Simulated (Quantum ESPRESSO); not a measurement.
Records of electronic-structure calculations.

```cif
data_fept
_symmetry_space_group_name_H-M 'P4/mmm'
_symmetry_Int_Tables_number 123
_cell_length_a 2.7235
_cell_length_b 2.7235
_cell_length_c 3.7200
_cell_angle_alpha 90.000
_cell_angle_beta 90.000
_cell_angle_gamma 90.000
_cell_volume 27.59
loop_
_atom_site_label
_atom_site_type_symbol
_atom_site_symmetry_multiplicity
_atom_site_Wyckoff_symbol
_atom_site_fract_x
_atom_site_fract_y
_atom_site_fract_z
_atom_site_occupancy
Fe1 Fe 1 a 0.00000 0.00000 0.00000 1
Pt1 Pt 1 d 0.50000 0.50000 0.50000 1
_calc_subject 'E(M) of FePt (Tetraferroplatinum)'
_calc_method 'PBE; plane waves with GBRV 1.5 PBE potentials, no spin-orbit coupling (and 1 further level or step)'
_calc_program 'Quantum ESPRESSO 7.5'
_calc_settings_of_one_run 'GBRV 1.5 PBE, potential files Pt: pt_pbe_v1.4.uspp.F.UPF, Fe: fe_pbe_v1.5.uspp.F.UPF, cutoff 544.23 eV, 10×10×10 k-mesh, 24 bands, fermi-dirac occupations, smearing width 0.1 eV, collinear spin, SCF threshold 4.00e-9, starting moments 2.8 0 μB'
_calc_cost '10 runs, 9.4 min in all on 2 MPI ranks of Arm Neoverse V1, shared host (the runs of this entry)'
_calc_notes 'The run is spin-polarised, with a total moment of 3.35 μB a cell (absolute 3.53). The cell holds one seeded atom, so opposed orders, which may lie lower, cannot form in it.'
_calc_moment_of_the_free_run '3.35 μB a cell'
_calc_energy_at_zero_total_moment '762 meV a cell over the lowest'
_calc_delta_e_delta_m2_from_the_lowest_point_to_3p96_and_to_2p83_mu_b '514 and 328 meV/μB²'
```

[Logs and program files are shortened in this print: banners, set-up blocks, solver, clock and traceback lines can be left out without a mark of their own.]

[Logs are printed without paths, hosts, clocks, repeated set-up lines and the standing remarks that a program may print on its own settings, such as how far it seeks lower states.]

[Hosts, paths, dates, database ids (printed as entryN), source tags and the programs' standing remarks are cut or masked in the printed files.]

[Where a cell is said to come from a database of computed structures, the database is the Materials Project.]
